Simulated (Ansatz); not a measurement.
**Lattice dynamics of SnTe2 (model cell, started as fluorite)**

Task: relax SnTe2 (model cell, started as fluorite), then find its harmonic phonons.

Method: DFT PBE, scalar-relativistic, plane waves, PAW, in Ansatz 0.2.0.

Most raw output is cut from this account.

The structure was built from a prototype and need not be the compound's stable phase.

### 1. Starting point

Symmetry: Fm-3m, No. 225, cubic system. Conventional cell: a = 6.898 Å, b = 6.898 Å, c = 6.898 Å, α = 90.00°, β = 90.00°, γ = 90.00°. Nearest to Sn lie 8 Te at 2.99 Å. Nearest to Te lie 4 Sn at 2.99 Å. Farther neighbours and most contacts between anions are not listed.

### 2. Coarse relaxation

The start is far from rest, so a relaxation with loose tolerances brings it close first.

input.yaml reads:

```yaml
crystal:
  lattice:
    - [0.0, 3.44909, 3.44909]
    - [3.44909, 0.0, 3.44909]
    - [3.44909, 3.44909, 0.0]
  atoms:
    - { symbol: Sn, position: [0.0, 0.0, 0.0] }
    - { symbol: Te, position: [0.25, 0.25, 0.25] }
    - { symbol: Te, position: [0.75, 0.75, 0.75] }
kpoints:
  mp_grid: { grid: [6, 6, 6] }
hamiltonian:
  xc: pbe
scf:
  occupations: { method: gaussian, width: 0.1 }
output:
  forces: true
  stress: true
  eigenvalues: true
relax:
  adjacent_minimum: "off"
  f_tol: 0.05
  max_steps: 80
  cell: { stress_tol: 0.5 }
```

Started as:

```
$ ansatz run input.yaml --threads 4 --pin off --max-ram 7168MiB --backend cpu --events-out ev --progress --plain --runs-dir out
```

It took 3.2 s on 4 threads of Arm Neoverse V2, shared host; peak memory 0.41 GiB; 11 s of CPU time.

Relaxation path:

```tsv
step	energy less that of the first step (eV)	largest force component (eV/Å)	pressure (GPa)	volume (Å³)
1	0.0000	0.0000	14.31	82.06
2	-0.6584	0.0000	3.78	94.66
3	-0.7384	0.0000	1.07	100.18
4	-0.7467	0.0000	0.14	102.53
5*	-0.7509	0.0000	0.16	102.53
```

Relaxation steps marked * repeat the geometry before them on a plane-wave basis chosen anew for their cell, so energy and pressure can jump there.

Forces are held to the 48 operations that the run works with; a distortion that breaks them can't arise in this run.

```tsv
conventional cell, symmetrised	before	after	change
a (Å)	6.898	7.430	+7.7 %
b (Å)	6.898	7.430	+7.7 %
c (Å)	6.898	7.430	+7.7 %
volume (Å³/atom)	27.35	34.18	+24.9 %
```

Final coordinates:

```xyz
3
Lattice="0.0000 3.7149 3.7149 3.7149 0.0000 3.7149 3.7149 3.7149 0.0000" Properties=species:S:1:pos:R:3 pbc="T T T"
Sn    0.0000    0.0000    0.0000
Te    1.8574    1.8574    1.8574
Te    5.5723    5.5723    5.5723
```

Numbers from this step:

```yaml
pressure: 0.1616 GPa
volume_per_atom: 34.18 Å³
gap_on_the_k_mesh: 0 eV
```

In this step the volume went from 27.35 to 34.18 Å³/atom.

### 3. Bringing the structure to rest

Harmonic phonons are second derivatives at a point where the forces vanish, and they are wanted at zero stress, so atoms and cell are relaxed first.

input.yaml reads:

```yaml
crystal:
  lattice:
    - [0.0, 3.7148789553, 3.7148789553]
    - [3.7148789553, 0.0, 3.7148789553]
    - [3.7148789553, 3.7148789553, 0.0]
  atoms:
    - { symbol: Sn, position: [0.0, 0.0, 0.0] }
    - { symbol: Te, position: [0.25, 0.25, 0.25] }
    - { symbol: Te, position: [0.75, 0.75, 0.75] }
kpoints:
  mp_grid: { grid: [10, 10, 10] }
hamiltonian:
  xc: pbe
scf:
  occupations: { method: gaussian, width: 0.1 }
output:
  forces: true
  stress: true
  eigenvalues: true
  write_density: true
  write_potential: true
  elf: true
  volumetric_format: npy
relax:
  adjacent_minimum: "off"
  f_tol: 0.005
  max_steps: 80
  cell: { stress_tol: 0.05 }
```

Elapsed: 5.4 s, on 4 threads; peak memory 0.48 GiB.

Relaxation path:

```tsv
step	energy less that of the first step (eV)	largest force component (eV/Å)	pressure (GPa)	volume (Å³)
1	0.0000	0.0000	0.23	102.53
2	-0.0004	0.0000	-0.02	103.23
3*	-0.0005	0.0000	-0.02	103.23
```

Relaxation steps marked * repeat the geometry before them on a plane-wave basis chosen anew for their cell, so energy and pressure can jump there.

The run keeps the 48 symmetry operations that it works with, so distortions that break them were not tested.

```tsv
conventional cell, symmetrised	before	after	change
a (Å)	7.430	7.447	+0.2 %
b (Å)	7.430	7.447	+0.2 %
c (Å)	7.430	7.447	+0.2 %
volume (Å³/atom)	34.18	34.41	+0.7 %
```

Final coordinates:

```
Sn Te
1.0
     0.00000    3.72327    3.72327
     3.72327    0.00000    3.72327
     3.72327    3.72327    0.00000
Sn Te
1 2
Cartesian
  0.0000 0.0000 0.0000
  1.8616 1.8616 1.8616
  5.5849 5.5849 5.5849
```

Numbers from this step:

```
pressure        : -0.01635 GPa
volume per atom : 34.41 Å³
```

ELF in the ac plane of a cell with a along [110], b along [-110] and c along [001] of the cube at fractional y = 0.000, with atoms of Sn and Te within 0.2 Å of it. It is the smooth field of the valence electrons, not physical close to the nuclei.

Values, 11 rows by 16 columns, each cell a mean:
```
0.14 0.32 0.33 0.43 0.44 0.36 0.32 0.19 0.14 0.32 0.33 0.43 0.44 0.36 0.32 0.19
0.32 0.33 0.56 0.47 0.42 0.56 0.38 0.31 0.32 0.33 0.56 0.47 0.42 0.56 0.38 0.31
0.12 0.32 0.55 0.17 0.10 0.48 0.43 0.13 0.12 0.32 0.55 0.17 0.10 0.48 0.43 0.13
0.03 0.28 0.58 0.37 0.31 0.56 0.40 0.05 0.03 0.28 0.58 0.37 0.31 0.56 0.40 0.05
0.01 0.11 0.39 0.51 0.52 0.45 0.17 0.02 0.01 0.11 0.39 0.51 0.52 0.45 0.17 0.02
0.01 0.03 0.13 0.25 0.26 0.17 0.05 0.01 0.01 0.03 0.13 0.25 0.26 0.17 0.05 0.01
0.02 0.15 0.49 0.56 0.54 0.53 0.24 0.03 0.02 0.15 0.49 0.56 0.54 0.53 0.24 0.03
0.04 0.30 0.57 0.28 0.21 0.52 0.42 0.06 0.04 0.30 0.57 0.28 0.21 0.52 0.42 0.06
0.18 0.33 0.55 0.21 0.13 0.50 0.42 0.18 0.18 0.33 0.55 0.21 0.13 0.50 0.42 0.18
0.31 0.33 0.52 0.53 0.51 0.56 0.36 0.32 0.31 0.33 0.52 0.53 0.51 0.56 0.36 0.32
0.08 0.30 0.29 0.33 0.34 0.28 0.32 0.14 0.08 0.30 0.29 0.33 0.34 0.28 0.32 0.14
```
Columns run along a (10.5 Å), rows up along c (7.4 Å), edges of the conventional cell, whose origin can differ from the input's. Atoms in or near the plane, at fractional coordinates: Sn at (0.00, 0.00), Sn at (0.50, 0.00), Te at (0.25, 0.25), Te at (0.75, 0.25), Te at (0.25, 0.75), Te at (0.75, 0.75).

Valence density in the ac plane of a cell with a along [110], b along [-110] and c along [001] of the cube at fractional y = 0.000, with atoms of Sn and Te within 0.2 Å of it. It is the smooth field of the valence electrons, not physical close to the nuclei.

Ten steps, logarithmic in the rise over the least value, from '0' (0 e/Å³) to '9' (15 e/Å³), each cell a mean:
```
974211111111368974211111111368
653111222111246653111222111246
322122343321123322122343321123
111123677531111111123677531111
000125899632100000125899632100
000125899632100000125899632100
000123677521000000123677521000
000012344321000000012344321000
000001222110000000001222110000
000000111100000000000111100000
000000011000000000000011000000
000001111100000000001111100000
000011232210000000011232210000
000013465321000000013465321000
000124798631000000124798631000
000125899732100000125899732100
111124798632111111124798632111
211123465321112211123465321112
432112233211234432112233211234
863211111111257863211111111257
984211111111369984211111111369
```
Columns run along a (10.5 Å), rows up along c (7.4 Å), edges of the conventional cell, whose origin can differ from the input's. Atoms in or near the plane, at fractional coordinates: Sn at (0.00, 0.00), Sn at (0.50, 0.00), Te at (0.25, 0.25), Te at (0.75, 0.25), Te at (0.25, 0.75), Te at (0.75, 0.75).

Electrostatic potential energy in the ac plane of a cell with a along [110], b along [-110] and c along [001] of the cube at fractional y = 0.000, with atoms of Sn and Te within 0.2 Å of it. With pseudopotentials it is smooth inside the atoms' cores, unlike the true potential.

Ten even steps from '_' (-9 eV) to '@' (45 eV), each cell a mean:
```
%%==__..--------------::__..##%%==__..--------------::__..##
..____::----::::::------..__....____::----::::::------..__..
__..::----..______..::--::..____..::----..______..::--::..__
::::----::__..==--__..------::::::----::__..==--__..------::
--------..__**@@@@::__::--------------..__**@@@@::__::------
--------..__**@@@@::__::--------------..__**@@@@::__::------
--------::__..++--__..----------------::__..++--__..--------
----------..______..::------------------..______..::--------
====--------::::::----------======--------::::::----------==
======--------------------==========--------------------====
======--------------------==========--------------------====
====----------------------========----------------------====
====------::......::--------======------::......::--------==
--------::____..____::----------------::____..____::--------
--------::__==%%##..__::--------------::__==%%##..__::------
--------..__##@@@@--__::--------------..__##@@@@--__::------
--------..__==%%##..__::--------------..__==%%##..__::------
..::::--::____..____::----::::..::::--::____..____::----::::
____..::--::......::----::________..::--::......::----::____
++..__::--------------::..__==++..__::--------------::..__==
@@++__..--------------::__::%%@@++__..--------------::__::%%
```
Columns run along a (10.5 Å; values clipped at the 3rd and 97th percentile), rows up along c (7.4 Å), edges of the conventional cell, whose origin can differ from the input's. Atoms in or near the plane, at fractional coordinates: Sn at (0.00, 0.00), Sn at (0.50, 0.00), Te at (0.25, 0.25), Te at (0.75, 0.25), Te at (0.25, 0.75), Te at (0.75, 0.75).

In this step the volume went from 34.18 to 34.41 Å³/atom.

### 4. Tight relaxation

Phonons need a cell at rest on their own settings, so the relaxation is repeated with tight tolerances on forces and stress, using the mesh and the filling of the phonon run that follows.

input.yaml, the sections that differ from step 3:

```yaml
crystal:
  lattice:
    - [0.0, 3.7232746473, 3.7232746473]
    - [3.7232746473, 0.0, 3.7232746473]
    - [3.7232746473, 3.7232746473, 0.0]
  atoms:
    - { symbol: Sn, position: [0.0, 0.0, 0.0] }
    - { symbol: Te, position: [0.25, 0.25, 0.25] }
    - { symbol: Te, position: [0.75, 0.75, 0.75] }
kpoints:
  mp_grid: { grid: [12, 12, 12] }
scf:
  occupations: { method: methfessel_paxton, width: 0.2 }
relax:
  adjacent_minimum: "off"
  f_tol: 0.001
  max_steps: 60
  cell: { stress_tol: 0.01 }
# hamiltonian, output: as in step 3
```

Elapsed: 8.1 s, on 4 threads; peak memory 0.52 GiB.

Little changed from the start: no atom moved by 0.005 Å and no cell edge by 0.1 %.

This step gave:

```
pressure        : 9.49e-4 GPa
volume per atom : 34.40 Å³
```

ELF in the ac plane of a cell with a along [110], b along [-110] and c along [001] of the cube at fractional y = 0.000, with atoms of Sn and Te within 0.2 Å of it. It is the smooth field of the valence electrons, not physical close to the nuclei.

Ten even steps from '0' (0.01) to '9' (0.61), each cell a mean:
```
015544555444530015544555444530
345568999875553345568999875553
555589878997555555589878997555
444798534798544444798534798544
223797201489522223797201489522
013897211489510013897211489510
003798534799510003798534799510
002699878998300002699878998300
001368999974100001368999974100
000123555431000000123555431000
000012333211000000012333211000
000146777653100000146777653100
001489999996300001489999996300
002799756898410002799756898410
003897312589510003897312589510
113896211489521113896211489521
334797311599533334797311599533
544699756898545544699756898545
455579989986555455579989986555
135556787655541135556787655541
014543333334530014543333334530
```
Columns run along a (10.5 Å), rows up along c (7.4 Å), edges of the conventional cell, whose origin can differ from the input's. Atoms in or near the plane, at fractional coordinates: Sn at (0.00, 0.00), Sn at (0.50, 0.00), Te at (0.25, 0.25), Te at (0.75, 0.25), Te at (0.25, 0.75), Te at (0.75, 0.75).

Valence density in the ac plane of a cell with a along [110], b along [-110] and c along [001] of the cube at fractional y = 0.000, with atoms of Sn and Te within 0.2 Å of it. It is the smooth field of the valence electrons, not physical close to the nuclei.

Ten steps, logarithmic in the rise over the least value, from '_' (0 e/Å³) to '@' (15 e/Å³), each cell a mean:
```
@@##==::................--**%%@@##==::................--**%%
**++--......::::::......::==****++--......::::::......::==**
--::::..::::--==----::....::----::::..::::--==----::....::--
........::--**####++--................::--**####++--........
______..::++%%@@@@**--::..__________..::++%%@@@@**--::..____
______..::++%%@@@@**--::..__________..::++%%@@@@**--::..____
______..::--**####++::..____________..::--**####++::..______
________..::--====--::..______________..::--====--::..______
__________..::::::....__________________..::::::....________
____________........______________________........__________
______________....__________________________....____________
__________..........____________________..........__________
________....::--::::..________________....::--::::..________
________..--==**++--::..______________..--==**++--::..______
______..::==##@@%%**--..____________..::==##@@%%**--..______
______..::++%%@@@@##--::..__________..::++%%@@@@##--::..____
........::==##@@%%**--::..............::==##@@%%**--::......
::......::--==**++--::......::::......::--==**++--::......::
==--::....::::----::....::--====--::....::::----::....::--==
%%**--::................::++##%%**--::................::++##
@@%%==::................--**@@@@%%==::................--**@@
```
Columns run along a (10.5 Å), rows up along c (7.4 Å), edges of the conventional cell, whose origin can differ from the input's. Atoms in or near the plane, at fractional coordinates: Sn at (0.00, 0.00), Sn at (0.50, 0.00), Te at (0.25, 0.25), Te at (0.75, 0.25), Te at (0.25, 0.75), Te at (0.75, 0.75).

Electrostatic potential energy in the ac plane of a cell with a along [110], b along [-110] and c along [001] of the cube at fractional y = 0.000, with atoms of Sn and Te within 0.2 Å of it. With pseudopotentials it is smooth inside the atoms' cores, unlike the true potential.

Values in eV, 11 rows by 16 columns, each cell a mean:
```
14 -4  8  8  8  9  0  5 14 -4  8  8  8  9  0  5
-1  6  4 -4 -2  1  7  1 -1  6  4 -4 -2  1  7  1
10 10 -3 26 38 -5  9 11 10 10 -3 26 38 -5  9 11
12 11  2  1  7 -2 10 12 12 11  2  1  7 -2 10 12
13 12 10  5  4  9 12 12 13 12 10  5  4  9 12 12
13 12 12 11 11 12 12 13 13 12 12 11 11 12 12 13
12 12  9  0 -1  7 12 12 12 12  9  0 -1  7 12 12
12 11  0 11 20 -4 10 12 12 11  0 11 20 -4 10 12
 9 10 -2 20 32 -5  9 10  9 10 -2 20 32 -5  9 10
-5  4  6 -4 -5  4  6 -4 -5  4  6 -4 -5  4  6 -4
25 -5  8 10 10 10 -1 14 25 -5  8 10 10 10 -1 14
```
Columns run along a (10.5 Å; values clipped at the 3rd and 97th percentile), rows up along c (7.4 Å), edges of the conventional cell, whose origin can differ from the input's. Atoms in or near the plane, at fractional coordinates: Sn at (0.00, 0.00), Sn at (0.50, 0.00), Te at (0.25, 0.25), Te at (0.75, 0.25), Te at (0.25, 0.75), Te at (0.75, 0.75).

The forces vanish by symmetry and the pressure is 0.001 GPa, within the tolerances set. The cell now holds 34.40 Å³/atom.

### 5. Modes at Γ

The zone centre comes first: it holds the modes that light can see, as far as symmetry allows. No field response is asked, since the mesh shows no gap.

input.yaml, the sections that differ from step 4:

```yaml
crystal:
  lattice:
    - [0.0, 3.7227547923, 3.7227547923]
    - [3.7227547923, 0.0, 3.7227547923]
    - [3.7227547923, 3.7227547923, 0.0]
  atoms:
    - { symbol: Sn, position: [0.0, 0.0, 0.0] }
    - { symbol: Te, position: [0.25, 0.25, 0.25] }
    - { symbol: Te, position: [0.75, 0.75, 0.75] }
output:
  eigenvalues: true
phonons:
  method: dfpt
# kpoints, hamiltonian, scf: as in step 4
# relax: removed
```

Wall time 31 s (4 threads); peak memory 1.8 GiB; 2 min of CPU time.

Numbers from this step:

```yaml
sum_rule_residual_before_enforcement: 6.81e-5 eV/Å²
point_group: m-3m
highest_optical_mode_at_the_zone_centre_no_lo_to_term: 74.31 cm⁻¹
lowest_optical_zone_centre_mode: 66.35 cm⁻¹
```

Patterns of degenerate modes are one choice out of their space. The modes at Γ (shares of kinetic energy by element, %):

```tsv
mode	frequency (cm⁻¹)	symmetry	Sn %	Te %
1	0.0	acoustic	32	68
2	0.0	acoustic	32	68
3	0.0	acoustic	32	68
4	66.3	T2g	0	100
5	66.3	T2g	0	100
6	66.3	T2g	0	100
7	74.3	T1u	68	32
8	74.3	T1u	68	32
9	74.3	T1u	68	32
```

Displacements in mode 5 (66.3 cm⁻¹), the largest set to 1:
```
Sn1  0.00  0.00  0.00
Te2 -0.05  1.00  0.84
Te3  0.05 -1.00 -0.84
```

Displacements in mode 8 (74.3 cm⁻¹), the largest set to 1:
```
Sn1  0.00  0.00  1.00
Te2  0.00  0.00 -0.47
Te3  0.00  0.00 -0.47
```

Before it was imposed, the acoustic sum rule was missed by 6.8e-5 eV/Å². Small misses are needed for a sound result but don't prove that mesh and cutoff are converged. The lowest optical mode is real, 66.3 cm⁻¹.

[end of part 1 of 2]

[Logs are printed without paths, hosts, clocks, repeated set-up lines and the standing remarks that a program may print on its own settings, such as how far it seeks lower states.]

[Hosts, paths, dates, database ids (printed as entryN), source tags and the programs' standing remarks are cut or masked in the printed files.]
